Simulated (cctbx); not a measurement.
# What is wrong with this refinement?

Cell a = 9.5690 Å, b = 9.5690 Å, c = 19.4190 Å, α = 90.00°, β = 90.00°, γ = 90.00°; space group I4_1/amd (no. 141, origin choice 1). The compound is TlCu4SbCl12.

The data are simulated with cctbx, not measured: Ag Kα, λ = 0.56087 Å, to d = 0.8 Å, 70 % of the full sphere, strongest reflection 5000 counts, noise from counting, a 2 % proportional error and a noise floor of 2 counts (s.d.); no absorption, and some extinction, which the refinements don't model.

An anisotropic refinement with weights 1/σ² prints:

```text
Rint 0.062, 513 unique reflections to 0.80 A
cycle     R1     wR2    GooF  max shift (A)
   1  0.1500  0.2841   6.788   0.04097
   3  0.1441  0.2711   6.479   0.00003
final R1 0.1441 wR2 0.2711 GooF 6.479  parameters 25  data/parameter 20.5
atom        x        y        z      Ueq    occ   su(xyz)  su(Uiso or U11)
Tl1    0.00000  0.50000  0.25000   0.0125  1.000  0.00000  0.0010
Sb1    0.50000  0.50000  0.00000   0.0150  1.000  0.00000  0.0019
Cu1    0.25000  0.72458  0.37500   0.0244  1.000  0.00065  0.0031
Cl1    0.24329  0.50000  0.24645   0.0301  1.000  0.00130  0.0062
Cl2    0.00000  0.00000  0.38509   0.0102  1.000  0.00070  0.0068
Cl3    0.50000  0.22378  0.25112   0.0277  1.000  0.00125  0.0065
difference map: max 37.66 min -3.56 rms 1.18
Q1    0.0000  0.0000  0.1256    8   38.89  2.44 A from Tl1
Q2    0.0000  0.0000  0.0000    4   10.10  0.00 A from Tl1
Q3    0.2130  0.2500  0.1250   16    3.96  0.11 A from Cu1
Q4    0.0000  0.0000  0.4691    8    3.74  0.60 A from Sb1
Q5    0.0000  0.0000  0.4080    8    3.25  0.44 A from Cl2
Q6    0.0000  0.0000  0.2655    8    3.12  2.32 A from Cl2
```

**Question.** Can this result stand? If not, what is the likely fault?

Mend it. The fault: an atom left out, Cl at (0, 0, 1/8). Against the right model at the same level, R1 goes from 0.0196 to 0.1441 and GooF from 0.95 to 6.48, U of Sb1 shrinks from 0.0209 to 0.0150 Å² and the top difference peak, 38.9 e/Å³, lies 2.44 Å from Tl1. Q1 is the missing atom. With scattering power missing, scale and phases suffer, so peaks may also grow on the heavy atoms.

The compound is TlCu4SbCl12. The right model at the same level gives:

```text
Rint 0.062, 513 unique reflections to 0.80 A
cycle     R1     wR2    GooF  max shift (A)
   1  0.0260  0.0519   1.247   0.00756
   2  0.0196  0.0398   0.954   0.00000
final R1 0.0196 wR2 0.0398 GooF 0.954  parameters 29  data/parameter 17.7
atom        x        y        z      Ueq    occ   su(xyz)  su(Uiso or U11)
Tl1    0.00000  0.50000  0.25000   0.0129  1.000  0.00000  0.0002
Sb1    0.50000  0.50000  0.00000   0.0209  1.000  0.00000  0.0003
Cu1    0.25000  0.72418  0.37500   0.0240  1.000  0.00009  0.0004
Cl1    0.24501  0.50000  0.24656   0.0271  1.000  0.00019  0.0009
Cl2    0.00000  0.00000  0.38726   0.0194  1.000  0.00011  0.0012
Cl3    0.50000  0.22486  0.25082   0.0275  1.000  0.00018  0.0009
Cl4    0.00000  0.00000  0.12487   0.0239  1.000  0.00012  0.0012
difference map: max 0.97 min -1.14 rms 0.23
Q1    0.0000  0.1882  0.7769   16    0.99  0.97 A from Cl3
Q2    0.0000  0.2195  0.2067   16    0.95  0.97 A from Cl1
Q3    0.0000  0.0000  0.2703    8    0.83  2.27 A from Cl2
Q4    0.0000  0.1553  0.9585   16    0.83  1.13 A from Cl1
Q5    0.0924  0.1499  0.7160   32    0.77  1.64 A from Cl3
Q6    0.0480  0.1131  0.4328   32    0.76  1.47 A from Cl2
```

This is a model crystal, built by substitution and not relaxed, with assumed displacement parameters.

[Middle refinement cycles are left out of these outputs.]

[Logs are printed without paths, hosts, clocks, repeated set-up lines and the standing remarks that a program may print on its own settings, such as how far it seeks lower states.]
